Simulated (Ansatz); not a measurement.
**Supercells of generalised stacking fault on (111) (glide set) of a Ge-Si solid solution (72 atoms): plane waves and support functions**

Wanted: cost and convergence against size for generalised stacking fault on (111) (glide set) of a Ge-Si solid solution (72 atoms).

Program: Ansatz 0.2.0. Level of theory: Kohn-Sham DFT, revPBE, PAW (set soft_2), plane waves. Results are calculated unless marked as measured.

This is a report of a sequence of runs, with most program output left out.

**1. The starting structure**

The cell holds 72 atoms: 51 Ge and 21 Si. Its edges and angles: a = 6.849 Å, b = 11.862 Å, c = 19.778 Å, α = 90.0°, β = 81.7°, γ = 90.0°. It derives from Ge and Si. Diamond-structure Ge lattice (a = 5.5919 Å, the value set for the mixture), cell with z along [111], 1 x 3 x 2 periods; the third cell vector is tilted by 0.417 of 1/2[11-2] and lengthened by 0.2 Å, so the cell holds one fault (glide set); displaced by a Gaussian of 0.01 Å; 21 of 72 Ge sites given to Si at random (lattice constant by Vegard's rule between Ge and Si).

Before any run, some limits are plain. The host structure and its lattice constant were typed by rule, without a check against the phase diagram.

**2. Plane waves, typed cell on a dense mesh**

The typed cell on a k-mesh is the yardstick: it samples like Γ on the cell repeated as often as the mesh has points along each axis. Its own convergence isn't tested.

File input.yaml:

```yaml
crystal:
  lattice:
    - [6.84865, 0.0, 0.0]
    - [0.0, 11.86221, 0.0]
    - [2.85363, 0.0, 19.57091]
  atoms:
    - { symbol: Ge, position: [0.4898, 0.16762, 0.0209] }
    - { symbol: Ge, position: [0.43786, 0.16677, 0.14499] }
    - { symbol: Ge, position: [0.75522, 0.16683, 0.18546] }
    - { symbol: Si, position: [0.70302, 0.16645, 0.30862] }
    - { symbol: Si, position: [0.99204, 0.00021, 0.02095] }
    - { symbol: Ge, position: [0.93993, 0.99899, 0.14373] }
    - { symbol: Si, position: [0.25388, 0.9999, 0.18511] }
    - { symbol: Ge, position: [0.20161, 0.00087, 0.31042] }
[... 60 atom lines left out ...]
    - { symbol: Si, position: [0.81266, 0.4992, 0.8467] }
    - { symbol: Si, position: [0.76456, 0.50099, 0.96973] }
    - { symbol: Ge, position: [0.81524, 0.83368, 0.84522] }
    - { symbol: Si, position: [0.76213, 0.83374, 0.969] }
kpoints:
  mp_grid: { grid: [5, 3, 2] }
hamiltonian:
  xc: revpbe
scf:
  occupations: { method: fermi_dirac, width: 0.05 }
output:
  forces: true
  stress: true
  populations: intrinsic
  dos:
    method: { smearing: { sigma: 0.15 } }
    de: 0.1
    projected: { site_lists: { Ge: [Ge], Si: [Si] } }
  eigenvalues: true
```

Command:

```
> ansatz run input.yaml --threads 4 --pin off --max-ram 15872MiB --backend cpu --events-out ev --progress --plain --runs-dir out
```

Elapsed: 25 min, on 4 threads of Arm Neoverse V1, shared host; peak memory 9 GiB.

The program notes that it cut back its work space to fit the memory limit.

Read from the output:

```
free energy                             : -232636.2920 eV
free energy per atom                    : -3231.0596 eV/atom
SCF cycles                              : 12
pressure                                : 5.707 GPa
r.m.s. force component                  : 1.852 eV/Å
longest force                           : 8.468 eV/Å
Fermi energy                            : 8.343 eV
levels partly filled by over 2 per cent : 19
```

The r.m.s. force component of 1.9 eV/Å sets the scale for the differences below.

**3. Plane waves, 72 atoms**

The typed cell is solved at Γ alone, the coarsest sampling of the series.

input.yaml, the sections that differ from step 2:

```yaml
kpoints:
  mp_grid: { grid: [1, 1, 1] }
output:
  forces: true
# crystal, hamiltonian, scf: as in step 2
```

Wall time 25 s (4 threads); peak memory 2.2 GiB; 91 s of CPU time.

The energy lies 67.4 meV/atom above the dense-mesh reference.

**4. Support functions, 72 atoms**

The typed cell is solved at Γ alone, now in support functions.

This step: Kohn-Sham DFT, revPBE, PAW (set soft_2), localised support functions (medium) (Ansatz 0.2.0).

input.yaml: that of step 3 with these lines changed.

```diff
@@ -13,2 +13,5 @@
   occupations: { method: fermi_dirac, width: 0.05 }
+  eigensolver: { kind: { support_functions: { accuracy: medium } } }
+  mixing: { beta: 0.4 }
+  max_iter: 150
 output:
```

The job ended after 2.2 min (4 threads; peak memory 3.4 GiB).

The program notes that the band table was not solved further than the SCF left it and it switched symmetry off.

The energy lies 66.3 meV/atom above the dense-mesh reference, and 1.0 meV/atom below plane waves of the same size, an offset between the two bases that leaves the sampling error alike.

**5. Plane waves, 144 atoms**

The cell is repeated and solved at Γ in plane waves, whose cost grows towards the cube of the size.

This step: Kohn-Sham DFT, revPBE, PAW (set soft_2), plane waves (Ansatz 0.2.0).

input.yaml, the sections that differ from step 4:

```yaml
crystal:
  lattice:
    - [6.84865, 0.0, 0.0]
    - [0.0, 11.86221, 0.0]
    - [2.85363, 0.0, 19.57091]
  atoms:
    [... the 72 atom lines of step 2 ...]
  supercell: [2, 1, 1]
scf:
  occupations: { method: fermi_dirac, width: 0.05 }
# kpoints, hamiltonian, output: as in step 4
```

The job ended after 2.2 min (4 threads; peak memory 6.2 GiB).

It converged in 9 SCF cycles; the log is left out.

The energy lies 56.7 meV/atom above the dense-mesh reference.

**6. Support functions, 144 atoms**

The repeated cell is solved at Γ in support functions.

This step: Kohn-Sham DFT, revPBE, PAW (set soft_2), localised support functions (medium) (Ansatz 0.2.0).

input.yaml: that of step 5 with these lines changed.

```diff
@@ -14,2 +14,5 @@
   occupations: { method: fermi_dirac, width: 0.05 }
+  eigensolver: { kind: { support_functions: { accuracy: medium } } }
+  mixing: { beta: 0.4 }
+  max_iter: 150
 output:
```

It took 4.5 min on 4 threads; peak memory 5.6 GiB; 17 min of CPU time.

The energy lies 55.6 meV/atom above the dense-mesh reference, and 1.0 meV/atom below plane waves of the same size, an offset between the two bases that leaves the sampling error alike.

**7. Scaling with size**

Differences are against the typed cell on a 5×3×2 mesh, which samples like Γ on 2160 atoms (r.m.s. force component 1.85 eV/Å). Every repeated cell is solved at Γ, and forces are averaged over the copies of each atom. Hardware: 4 threads of Arm Neoverse V1, shared host.

```
atoms  repeats              basis  Δ force, r.m.s. (meV/Å)  Δ energy (meV/atom)  less plane waves of the same size (meV/atom)  spread among copies (meV/Å)  SCF cycles     time  host memory (GiB)
   72    1×1×1        plane waves                      242                 67.4                                             -                            -           9     25 s                2.2
   72    1×1×1  support functions                      242                 66.3                                          -1.0                            -          13  2.2 min                3.4
  144    2×1×1        plane waves                     63.0                 56.7                                             -                            0           9  2.2 min                6.2
  144    2×1×1  support functions                     63.1                 55.6                                          -1.0                            0          13  4.5 min                5.6
```

**8. What the reference run shows**

The comparisons rest on this run, so its electronic structure is set out here.

Length of the force by element:

```
element  coordination  atoms  mean length of the force (eV/Å)  spread  least  most
     Ge           all     51                             1.25    2.30  0.139  8.47
     Si           all     21                             2.80    3.30  0.128  8.39
```

Intrinsic-atomic-orbital charges by element:

```
element  coordination  atoms  mean charge (e)  spread    least    most
     Ge           all     51          -0.0153  0.0228  -0.0995  0.0231
     Si           all     21           0.0371  0.0276  -0.0242  0.0759
```

States in the cell by windows of 0.5 eV, zero at the Fermi level; the larger projections on atomic orbitals stand beside the total:

```
from (eV)  to (eV)  total  Ge p  Si p  Ge s  Si s
      -10     -9.5    8.6   1.9   0.8   3.6   2.2
     -9.5       -9    5.1   1.2   0.5   2.1   1.2
       -9     -8.5    5.3   1.5   0.5   2.4   0.8
     -8.5       -8   10.3   3.3   1.2   4.5   1.3
       -8     -7.5   14.1   5.2   1.9   4.9   2.0
     -7.5       -7    9.6   3.5   1.4   2.9   1.7
       -7     -6.5    7.1   2.6   1.1   2.1   1.3
     -6.5       -6    7.1   2.6   1.2   1.9   1.3
       -6     -5.5    4.9   1.9   0.9   1.2   1.0
     -5.5       -5    5.2   2.2   0.9   1.3   0.8
       -5     -4.5   15.4  10.0   4.0   0.8   0.5
     -4.5       -4   18.0  11.5   4.6   1.1   0.5
       -4     -3.5   21.9  14.4   5.8   1.1   0.5
     -3.5       -3   24.3  16.2   6.7   0.7   0.4
       -3     -2.5   24.2  16.2   6.9   0.7   0.3
     -2.5       -2   21.7  14.7   6.1   0.5   0.3
       -2     -1.5   13.6   9.1   3.9   0.3   0.2
     -1.5       -1    8.5   5.4   2.7   0.1   0.1
       -1     -0.5    3.0   1.8   1.1   0.0   0.0
     -0.5        0    1.6   0.6   0.6   0.2   0.1
        0      0.5    6.0   2.2   1.5   1.4   0.5
      0.5        1   16.1   6.4   3.6   3.7   1.2
        1      1.5   23.4   9.7   4.8   5.0   1.8
      1.5        2   22.0   9.7   4.3   4.0   1.7
        2      2.5   19.7   9.1   4.2   2.8   1.4
      2.5        3   22.6  11.2   5.0   2.2   1.1
```

Between -26 and -10 eV lie 568 more states.

The levels nearest the highest filled one (over half full), pooled over k-points and spins:

```
level less the highest filled one (eV)  occupation
                               -0.0563        1.55
                               -0.0335        1.37
                               -0.0238        1.29
                               -0.0117        1.17
                               -0.0082        1.14
                                     0        1.06
                                0.0212       0.846
                                0.0594       0.509
                                 0.109       0.224
                                 0.119       0.188
                                 0.119       0.187
                                 0.155       0.097
```

Mean intrinsic-atomic-orbital charges: Ge -0.02, Si +0.04 e. Charges this small depend on the projection, at times even in sign.

**9. Outcome**

```
free energy per atom        : -3231.0596 eV/atom
density                     : 4.485 g/cm³
pressure                    : 5.707 GPa
r.m.s. force component      : 1.852 eV/Å
wall time of the 5 DFT runs : 34 min
```

Repeating the cell at Γ samples more k-points: in plane waves the energy difference from the dense mesh goes from 67.4 meV/atom at 72 atoms to 56.7 at 144, and the force difference from 242 to 63 meV/Å. At equal size the support functions lie 1.0 meV/atom below plane waves, likely because their grid holds more waves than 420 eV; no run tests this. At the largest size the support functions' forces differ from the reference by 3.4 % of the r.m.s. force, which holds the difference of sampling between the two as well as that of the basis.

19 levels are partly filled, by over 2 % (on the run's k-points): no clear gap opens at this level. Levels of broken or missing bonds inside a gap of the host would look the same.

**Limits.** The geometry was built by rule, was displaced at random and isn't relaxed at this level: its force components are 1.9 eV/Å r.m.s. The stress is far from hydrostatic: its diagonal is 9.1, 2.9, 5.1 GPa, compression counted positive. The pressure of 5.7 GPa belongs to a cell and atoms that aren't relaxed at this level.

[Logs are printed without paths, hosts, clocks, repeated set-up lines and the standing remarks that a program may print on its own settings, such as how far it seeks lower states.]

[Hosts, paths, dates, database ids (printed as entryN), source tags and the programs' standing remarks are cut or masked in the printed files.]
